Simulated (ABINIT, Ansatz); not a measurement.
**A GW chain in ABINIT: Ba2H6Os (Fm-3m)**

Aim: the G0W0 gap of Ba2H6Os (Fm-3m) on LDA, step by step.

Method: LDA and many-body steps on it, plane waves, in ABINIT 10.8.3.

## Step 1: Starting point

Symmetry: Fm-3m, No. 225, cubic system. The conventional cell has a = 8.092 Å, b = 8.092 Å, c = 8.092 Å, α = 90.00°, β = 90.00°, γ = 90.00°. Nearest to Ba lie 12 H at 2.88 Å. Nearest to H lie 1 Os at 1.73 Å and 4 H at 2.45 Å and 4 Ba at 2.88 Å. Nearest to Os lie 6 H at 1.73 Å. Farther neighbours are not listed.

As a file:

```cif
data_structure
_symmetry_space_group_name_H-M 'P 1'
_symmetry_Int_Tables_number 1
_cell_length_a 5.7222
_cell_length_b 5.7222
_cell_length_c 5.7222
_cell_angle_alpha 60.000
_cell_angle_beta 60.000
_cell_angle_gamma 60.000
_cell_volume 132.49
loop_
_atom_site_label
_atom_site_type_symbol
_atom_site_fract_x
_atom_site_fract_y
_atom_site_fract_z
_atom_site_occupancy
Ba1 Ba 0.75000 0.75000 0.75000 1
Ba2 Ba 0.25000 0.25000 0.25000 1
H3 H 0.78592 0.78592 0.21408 1
H4 H 0.21408 0.78592 0.21408 1
H5 H 0.78592 0.21408 0.21408 1
H6 H 0.21408 0.21408 0.78592 1
H7 H 0.78592 0.21408 0.78592 1
H8 H 0.21408 0.78592 0.78592 1
Os9 Os 0.00000 0.00000 0.00000 1
```

The cell and positions are those that the Materials Project relaxed with its own functionals (PBE, PBE+U or r2SCAN), kept fixed. Spin-orbit coupling is left out unless a step names it.

## Step 2: Ground state

This step: ABINIT 10.8.3; DFT, LDA, plane waves, norm-conserving pseudopotentials.

The ground-state density comes first.

run.abi reads:

```
acell 3*1.0 Angstrom
rprim 
  -0.000000000000 4.046207840000 4.046207840000
  4.046207840000 -0.000000000000 4.046207840000
  4.046207840000 4.046207840000 -0.000000000000
ntypat 3
znucl 56 1 76
natom 9
typat 1 1 2 2 2 2 2 2 3
xred 
  0.750000000000 0.750000000000 0.750000000000
  0.250000000000 0.250000000000 0.250000000000
  0.785917090000 0.785917090000 0.214082910000
  0.214082910000 0.785917090000 0.214082910000
  0.785917090000 0.214082910000 0.214082910000
  0.214082910000 0.214082910000 0.785917090000
  0.785917090000 0.214082910000 0.785917090000
  0.214082910000 0.785917090000 0.785917090000
  0.000000000000 0.000000000000 0.000000000000
pp_dirpath "pseudos"
pseudos "Ba.upf, H.upf, Os.upf"
ecut 33
ngkpt 4 4 4
nshiftk 1
shiftk 0 0 0
kptopt 1
chksymbreak 0
nband 29
occopt 1
tolvrs 1e-10
nstep 60
prtwf 0
optforces 0
optstress 0
indata_prefix "in"
outdata_prefix "out"
tmpdata_prefix "tmp"
```

Started as:

```sh
$ OMP_NUM_THREADS=1 mpirun -n 4 abinit run.abi > log
```

Numbers of over 12 decimals in the logs are rounded to 6 here.

What it wrote:

```text
.Version 10.8.3 of ABINIT. v10.8.2 released Aug 2026.

 Symmetries : space group Fm -3 m (#225); Bravais cF (face-center cubic)
================================================================================
 Values of the parameters that define the memory need of the present run
     intxc =       0    ionmov =       0      iscf =       7    lmnmax =       8
     lnmax =       8     mgfft =      60  mpssoang =       4    mqgrid =    3001
     natom =       9  nloc_mem =       1    nspden =       1   nspinor =       1
    nsppol =       1      nsym =      48    n1xccc =    2501    ntypat =       3
    occopt =       1   xclevel =       1
-    mband =          29        mffmem =           1         mkmem =           2
       mpw =        8108          nfft =      216000          nkpt =           8
================================================================================
  Rough estimation (10% accuracy) of disk space for files :
================================================================================

--------------------------------------------------------------------------------
------------- Echo of variables that govern the present computation ------------
--------------------------------------------------------------------------------
 -outvars: echo values of preprocessed input variables --------
            acell      1.8897261259E+00  1.8897261259E+00  1.8897261259E+00 Bohr

      chksymbreak           0
             ecut      3.30000000E+01 Hartree
-          fftalg         312

              ixc       -1012
              kpt      0.00000000E+00  0.00000000E+00  0.00000000E+00
                       2.50000000E-01  0.00000000E+00  0.00000000E+00
                       5.00000000E-01  0.00000000E+00  0.00000000E+00
                       2.50000000E-01  2.50000000E-01  0.00000000E+00
                       5.00000000E-01  2.50000000E-01  0.00000000E+00
                      -2.50000000E-01  2.50000000E-01  0.00000000E+00
                       5.00000000E-01  5.00000000E-01  0.00000000E+00
                      -2.50000000E-01  5.00000000E-01  2.50000000E-01
         kptrlatt        4    0    0      0    4    0      0    0    4
          kptrlen      4.32535785E+01
P           mkmem           2
            natom           9
            nband          29
            ngfft          60      60      60
             nkpt           8
            nstep          60
             nsym          48
           ntypat           3
              occ      2.000000  2.000000  2.000000  2.000000  2.000000  2.000000
                       2.000000  2.000000  2.000000  2.000000  2.000000  2.000000
                       2.000000  2.000000  2.000000  2.000000  2.000000  2.000000
                       2.000000  2.000000  2.000000  0.000000  0.000000  0.000000
                       0.000000  0.000000  0.000000  0.000000  0.000000
        optforces           0
        optstress           0
            prtwf           0
            rprim     -0.0000000000E+00  4.0462078400E+00  4.0462078400E+00
                       4.0462078400E+00 -0.0000000000E+00  4.0462078400E+00
                       4.0462078400E+00  4.0462078400E+00 -0.0000000000E+00
          spgroup         225

           tolvrs      1.00000000E-10

             xred      7.5000000000E-01  7.5000000000E-01  7.5000000000E-01
                       2.5000000000E-01  2.5000000000E-01  2.5000000000E-01
[...]
znucl       56.00000    1.00000   76.00000

================================================================================

 chkinp: Checking input parameters for consistency.

================================================================================
== DATASET  1 ==================================================================
-   mpi_nproc: 4, omp_nthreads: 1 (-1 if OMP is not activated)

--- !DatasetInfo
iteration_state: {dtset: 1, }
dimensions: {natom: 9, nkpt: 8, mband: 29, nsppol: 1, nspinor: 1, nspden: 1, mpw: 8108, }
cutoff_energies: {ecut:  33.0, pawecutdg:  -1.0, }
electrons: {nelect:   4.20000000E+01, charge:   0.00000000E+00, occopt:   1.00000000E+00, tsmear:   1.00000000E-02, }

 Real(R)+Recip(G) space primitive vectors, cartesian coordinates (Bohr,Bohr^-1):
 R(1)=  0.0000000  7.6462247  7.6462247  G(1)= -0.0653917  0.0653917  0.0653917
 R(2)=  7.6462247  0.0000000  7.6462247  G(2)=  0.0653917 -0.0653917  0.0653917
 R(3)=  7.6462247  7.6462247  0.0000000  G(3)=  0.0653917  0.0653917 -0.0653917
 Unit cell volume ucvol=  8.9406925E+02 bohr^3
 Angles (23,13,12)=  6.00000000E+01  6.00000000E+01  6.00000000E+01 degrees

 getcut: wavevector=  0.0000  0.0000  0.0000  ngfft=  60  60  60
         ecut(hartree)=     33.000   => boxcut(ratio)=   2.14569

--- Pseudopotential description ------------------------------------------------
- Ba Generated using ONCVPSP code by D. R. Hamann
- 56.00000  10.00000  180309                  znucl, zion, pspdat
12 -1012 2 -1 1912                            pspcod,pspxc,lmax,lloc,mmax
     nproj     2     2     2     0
  pspatm : epsatm=   25.95172157
         --- l  ekb(1:nproj) -->
[...]
pspatm: atomic psp has been read  and splines computed

- H Generated using ONCVPSP code by D. R. Hamann
-  1.00000   1.00000  180309                  znucl, zion, pspdat
12 -1012 1 -1 1180                            pspcod,pspxc,lmax,lloc,mmax
[...]
pspatm : epsatm=    0.35439867
         --- l  ekb(1:nproj) -->
[...]
1   -0.275071
 pspatm: atomic psp has been read  and splines computed

- Os Generated using ONCVPSP code by D. R. Hamann
- 76.00000  16.00000  180309                  znucl, zion, pspdat
12 -1012 3 -1 1312                            pspcod,pspxc,lmax,lloc,mmax
     nproj     2     2     2     2
  pspatm : epsatm=   26.17458178
         --- l  ekb(1:nproj) -->
[...]
pspatm: atomic psp has been read  and splines computed

   3.36858551E+03                                ecore*ucvol(ha*bohr**3)
--------------------------------------------------------------------------------

_setup2: Arith. and geom. avg. npw (full set) are    8091.859    8091.837

================================================================================

--- !BeginCycle
iteration_state: {dtset: 1, }
solver: {iscf: 7, nstep: 60, nline: 4, wfoptalg: 0, }
tolerances: {tolvrs: 1.00E-10, }

     iter   Etot(hartree)      deltaE(h)  residm     vres2
 ETOT  1  -161.01398643811    -1.610E+02 6.000E-02 2.314E+03
 ETOT  2  -161.13805551163    -1.241E-01 4.998E-03 8.337E+02
 ETOT  3  -161.18617843340    -4.812E-02 1.779E-03 5.674E+02
 ETOT  4  -161.24421324861    -5.803E-02 3.816E-04 3.954E+00
 ETOT  5  -161.24431999567    -1.067E-04 3.102E-04 7.443E-01
 ETOT  6  -161.24435388900    -3.389E-05 2.367E-04 2.595E-01
 ETOT  7  -161.24437656741    -2.268E-05 3.119E-04 2.256E-04
 ETOT  8  -161.24437657275    -5.342E-09 2.073E-04 1.255E-04
 ETOT  9  -161.24437658422    -1.146E-08 2.314E-04 3.177E-06
 ETOT 10  -161.24437658446    -2.415E-10 1.450E-04 1.267E-08
 ETOT 11  -161.24437658446    -1.734E-12 1.381E-04 2.157E-10
 ETOT 12  -161.24437658448    -1.876E-11 8.504E-05 1.779E-12

 At SCF step   12       vres2   =  1.78E-12 < tolvrs=  1.00E-10 =>converged.

--- !ResultsGS
iteration_state: {dtset: 1, }
comment   : Summary of ground state results
lattice_vectors:
- [ -0.0000000,   7.6462247,   7.6462247, ]
- [  7.6462247,  -0.0000000,   7.6462247, ]
- [  7.6462247,   7.6462247,  -0.0000000, ]
lattice_lengths: [  10.81339,   10.81339,   10.81339, ]
lattice_angles: [ 60.000,  60.000,  60.000, ] # degrees, (23, 13, 12)
lattice_volume:   8.9406925E+02
convergence: {deltae: -1.876E-11, res2:  1.779E-12, residm:  8.504E-05, diffor:  0.000E+00, }
etotal    :  -1.61244377E+02
entropy   :   0.00000000E+00
fermie    :   1.70365930E-01
cartesian_stress_tensor: null
pressure_GPa: null
xred      :
- [  7.5000E-01,   7.5000E-01,   7.5000E-01, Ba]
- [  2.5000E-01,   2.5000E-01,   2.5000E-01, Ba]
- [  7.8592E-01,   7.8592E-01,   2.1408E-01,  H]
- [  2.1408E-01,   7.8592E-01,   2.1408E-01,  H]
- [  7.8592E-01,   2.1408E-01,   2.1408E-01,  H]
- [  2.1408E-01,   2.1408E-01,   7.8592E-01,  H]
- [  7.8592E-01,   2.1408E-01,   7.8592E-01,  H]
- [  2.1408E-01,   7.8592E-01,   7.8592E-01,  H]
- [  0.0000E+00,   0.0000E+00,   0.0000E+00, Os]
cartesian_forces: null
force_length_stats: {min: null, max: null, mean: null, }

 Integrated electronic density in atomic spheres:
 ------------------------------------------------
 Atom  Sphere_radius  Integrated_density
[...]
================================================================================

 ----iterations are completed or convergence reached----

 Mean square residual over all n,k,spin=   37.127E-08; max=  85.040E-06
 reduced coordinates (array xred) for    9 atoms
[...]
0.785917090000      0.214082910000      0.214082910000
       0.214082910000      0.214082910000      0.785917090000
       0.785917090000      0.214082910000      0.785917090000
       0.214082910000      0.785917090000      0.785917090000
       0.000000000000      0.000000000000      0.000000000000
 rms dE/dt=  0.0000E+00; max dE/dt=  0.0000E+00; dE/dt below (all hartree)
    1       0.000000000000      0.000000000000      0.000000000000
    2       0.000000000000      0.000000000000      0.000000000000
    3       0.000000000000      0.000000000000      0.000000000000
    4       0.000000000000      0.000000000000      0.000000000000
    5       0.000000000000      0.000000000000      0.000000000000
    6       0.000000000000      0.000000000000      0.000000000000
    7       0.000000000000      0.000000000000      0.000000000000
    8       0.000000000000      0.000000000000      0.000000000000
    9       0.000000000000      0.000000000000      0.000000000000

 cartesian coordinates (angstrom) at end:
    1      6.069312     6.069312     6.069312
[...]
5      1.732448     4.046208     4.046208
    6      4.046208     4.046208     1.732448
    7      4.046208     6.359968     4.046208
    8      6.359968     4.046208     4.046208
    9      0.000000     0.000000     0.000000
 length scales=  1.889726125908  1.889726125908  1.889726125908 bohr
              =  1.000000000000  1.000000000000  1.000000000000 angstroms
 prteigrs : about to open file out_EIG
 Fermi (or HOMO) energy (hartree) =   0.17037   Average Vxc (hartree)=  -0.35098
 Eigenvalues (hartree) for nkpt=   8  k points:
 kpt#   1, nband= 29, wtk=  0.01563, kpt=  0.0000  0.0000  0.0000 (reduced coord)
  -2.92260   -1.42944   -1.42944   -1.42944   -0.82054   -0.81516   -0.28285   -0.28285
  -0.28285   -0.26510   -0.26510   -0.26510   -0.06296    0.01365    0.01365    0.06919
   0.06919    0.06919    0.17037    0.17037    0.17037    0.27269    0.27269    0.27494
   0.41403    0.41403    0.41478    0.41492    0.41492
 prteigrs : prtvol=0 or 1, do not print more k-points.

--- !EnergyTerms
iteration_state     : {dtset: 1, }
comment             : Components of total free energy in Hartree
kinetic             :  4.42143623371967E+01
hartree             :  4.13957565149881E+01
xc                  : -3.59461910954473E+01
Ewald energy        : -9.55516600920556E+01
psp_core            :  3.76770088171128E+00
local_psp           : -1.31024123810787E+02
non_local_psp       :  1.18997786799156E+01
total_energy        : -1.61244376584478E+02
total_energy_eV     : -4.38768301123264E+03
band_energy         : -1.95223330454300E+01

== END DATASET(S) ==============================================================
================================================================================

 -outvars: echo values of variables after computation  --------
           etotal     -1.6124437658E+02
            nband          29
             nkpt           8
          spgroup         225
 [... the other variables as echoed above ...]

 Calculation completed.
```

Wall time 31 s (4 MPI ranks of Arm Neoverse V1, shared host); peak memory 0.47 GiB; 2.1 min of CPU time.

This step gave:

| Item | Value |
| --- | --- |
| total energy | -4387.6830 eV |
| gap | 1.777 eV |
| k of the valence top | 0, 0, 0 |
| k of the conduction bottom | 0.5, 0.5, 0 |
| least direct gap | 2.056 eV |

The gap is indirect, with the least direct gap 0.28 eV higher.

## Step 3: Empty states on the mesh, 2×2×2 mesh, 93 bands

The sums over transitions need many empty states on a uniform mesh; this step solves for them.

run.abi, as its differences from that of step 2:

```diff
@@ -22,3 +22,3 @@
 ecut 33
-ngkpt 4 4 4
+ngkpt 2 2 2
 nshiftk 1
@@ -27,9 +27,10 @@
 chksymbreak 0
-nband 29
-occopt 1
-tolvrs 1e-10
+iscf -2
+irdden 1
+istwfk *1
+nband 93
+nbdbuf 8
+tolwfr 1e-09
 nstep 60
-prtwf 0
-optforces 0
-optstress 0
+prtvol 0
 indata_prefix "in"
```

What it wrote:

```text
.Version 10.8.3 of ABINIT. v10.8.2 released Aug 2026.

 Symmetries : space group Fm -3 m (#225); Bravais cF (face-center cubic)
[... echo of the input left out ...]
== DATASET  1 ==================================================================
-   mpi_nproc: 4, omp_nthreads: 1 (-1 if OMP is not activated)
-    --> not optimal distribution: autoparal keyword recommended in input file <--

--- !DatasetInfo
iteration_state: {dtset: 1, }
dimensions: {natom: 9, nkpt: 3, mband: 93, nsppol: 1, nspinor: 1, nspden: 1, mpw: 8144, }
cutoff_energies: {ecut:  33.0, pawecutdg:  -1.0, }
electrons: {nelect:   4.20000000E+01, charge:   0.00000000E+00, occopt:   1.00000000E+00, tsmear:   1.00000000E-02, }

 Real(R)+Recip(G) space primitive vectors, cartesian coordinates (Bohr,Bohr^-1):
 R(1)=  0.0000000  7.6462247  7.6462247  G(1)= -0.0653917  0.0653917  0.0653917
 R(2)=  7.6462247  0.0000000  7.6462247  G(2)=  0.0653917 -0.0653917  0.0653917
 R(3)=  7.6462247  7.6462247  0.0000000  G(3)=  0.0653917  0.0653917 -0.0653917
 Unit cell volume ucvol=  8.9406925E+02 bohr^3
 Angles (23,13,12)=  6.00000000E+01  6.00000000E+01  6.00000000E+01 degrees

 getcut: wavevector=  0.0000  0.0000  0.0000  ngfft=  60  60  60
         ecut(hartree)=     33.000   => boxcut(ratio)=   2.14569

--- Pseudopotential description ------------------------------------------------
- Ba Generated using ONCVPSP code by D. R. Hamann
- 56.00000  10.00000  180309                  znucl, zion, pspdat
12 -1012 2 -1 1912                            pspcod,pspxc,lmax,lloc,mmax
     nproj     2     2     2     0
  pspatm : epsatm=   25.95172157
         --- l  ekb(1:nproj) -->
             0    6.668455    0.685657
             1    5.046948    0.410312
             2    2.551809    0.419281
 pspatm: atomic psp has been read  and splines computed

- H Generated using ONCVPSP code by D. R. Hamann
-  1.00000   1.00000  180309                  znucl, zion, pspdat
12 -1012 1 -1 1180                            pspcod,pspxc,lmax,lloc,mmax
     nproj     2     1     0     0
  pspatm : epsatm=    0.35439867
         --- l  ekb(1:nproj) -->
[...]
1   -0.275071
 pspatm: atomic psp has been read  and splines computed

- Os Generated using ONCVPSP code by D. R. Hamann
- 76.00000  16.00000  180309                  znucl, zion, pspdat
12 -1012 3 -1 1312                            pspcod,pspxc,lmax,lloc,mmax
     nproj     2     2     2     2
  pspatm : epsatm=   26.17458178
         --- l  ekb(1:nproj) -->
[...]
pspatm: atomic psp has been read  and splines computed

--------------------------------------------------------------------------------

================================================================================
 prteigrs : about to open file out_EIG
 Non-SCF case, kpt    1 (  0.00000  0.00000  0.00000), residuals and eigenvalues=
[...]
-2.9226E+00 -1.4294E+00 -1.4294E+00 -1.4294E+00 -8.2054E-01 -8.1516E-01
 -2.8285E-01 -2.8285E-01 -2.8285E-01 -2.6510E-01 -2.6510E-01 -2.6510E-01
 -6.2959E-02  1.3649E-02  1.3649E-02  6.9192E-02  6.9192E-02  6.9192E-02
[...]
1.2276E+00  1.2276E+00  1.2368E+00  1.2368E+00  1.2368E+00  1.3018E+00
  1.3018E+00  1.3018E+00  1.3273E+00  1.3432E+00  1.3432E+00  1.3576E+00
[...]
prteigrs : prtvol=0 or 1, do not print more k-points.

--- !ResultsGS
iteration_state: {dtset: 1, }
comment   : Summary of ground state results
lattice_vectors:
- [ -0.0000000,   7.6462247,   7.6462247, ]
- [  7.6462247,  -0.0000000,   7.6462247, ]
- [  7.6462247,   7.6462247,  -0.0000000, ]
lattice_lengths: [  10.81339,   10.81339,   10.81339, ]
lattice_angles: [ 60.000,  60.000,  60.000, ] # degrees, (23, 13, 12)
lattice_volume:   8.9406925E+02
convergence: {deltae:  0.000E+00, res2:  0.000E+00, residm:  9.997E-10, diffor:  0.000E+00, }
etotal    :  -1.61244377E+02
entropy   :   0.00000000E+00
fermie    :   1.70365930E-01
cartesian_stress_tensor: null
pressure_GPa: null
xred      :
- [  7.5000E-01,   7.5000E-01,   7.5000E-01, Ba]
- [  2.5000E-01,   2.5000E-01,   2.5000E-01, Ba]
- [  7.8592E-01,   7.8592E-01,   2.1408E-01,  H]
- [  2.1408E-01,   7.8592E-01,   2.1408E-01,  H]
- [  7.8592E-01,   2.1408E-01,   2.1408E-01,  H]
- [  2.1408E-01,   2.1408E-01,   7.8592E-01,  H]
- [  7.8592E-01,   2.1408E-01,   7.8592E-01,  H]
- [  2.1408E-01,   7.8592E-01,   7.8592E-01,  H]
- [  0.0000E+00,   0.0000E+00,   0.0000E+00, Os]
cartesian_forces: null
force_length_stats: {min: null, max: null, mean: null, }

 Integrated electronic density in atomic spheres:
 ------------------------------------------------
 Atom  Sphere_radius  Integrated_density
[...]
================================================================================

 ----iterations are completed or convergence reached----

 Mean square residual over all n,k,spin=   42.753E-11; max=  99.973E-11
 reduced coordinates (array xred) for    9 atoms
[...]
0.214082910000      0.785917090000      0.785917090000
       0.000000000000      0.000000000000      0.000000000000

 cartesian coordinates (angstrom) at end:
    1      6.069312     6.069312     6.069312
    2      2.023104     2.023104     2.023104
    3      4.046208     4.046208     6.359968
[...]
8      6.359968     4.046208     4.046208
    9      0.000000     0.000000     0.000000
 length scales=  1.889726125908  1.889726125908  1.889726125908 bohr
              =  1.000000000000  1.000000000000  1.000000000000 angstroms
 prteigrs : about to open file out_EIG
 Eigenvalues (hartree) for nkpt=   3  k points:
 kpt#   1, nband= 93, wtk=  0.12500, kpt=  0.0000  0.0000  0.0000 (reduced coord)
[...]
1.01085    1.20206    1.20206    1.20206    1.21287    1.22758    1.22758    1.22758
   1.23680    1.23680    1.23680    1.30178    1.30178    1.30178    1.32732    1.34316
   1.34318    1.35758    1.35819    1.36007    1.36089
 prteigrs : prtvol=0 or 1, do not print more k-points.

== END DATASET(S) ==============================================================
================================================================================

 -outvars: echo values of variables after computation  --------
            nband          93
             nkpt           3
          spgroup         225
 [... the other variables as echoed above ...]

 Calculation completed.
```

It took 34 s on 4 MPI ranks; peak memory 0.37 GiB; 2.3 min of CPU time.

Numbers from this step:

```
gap                                                           : 1.777 eV
k of the valence top                                          : 0, 0, 0
k of the conduction bottom                                    : 0.5, 0.5, 0
least direct gap                                              : 2.058 eV
k points computed                                             : 3
lowest point of the top converged band, above the valence top : 28.84 eV
```

On this mesh the gap is 1.777 eV.

[end of part 1 of 2]

[Paths, hosts, dates, memory and timing lines, banners, echoed tables and standing remarks are left out of the program output.]

[Logs are printed without paths, hosts, clocks, repeated set-up lines and the standing remarks that a program may print on its own settings, such as how far it seeks lower states.]

[Runs of the session that timed out or met a known fault of the program may be left out.]

[Hosts, paths, dates, database ids (printed as entryN), source tags and the programs' standing remarks are cut or masked in the printed files.]

[G0W0 gaps are taken among the corrected bands and points alone; a level outside them can change the order at an edge.]

[Where Ansatz stands beside ABINIT at settings called matched, ABINIT's density can come from a denser mesh and the files from another edition; pairs whose starting gaps differed by over 0.03 eV were left out, so agreement reads better than it is.]
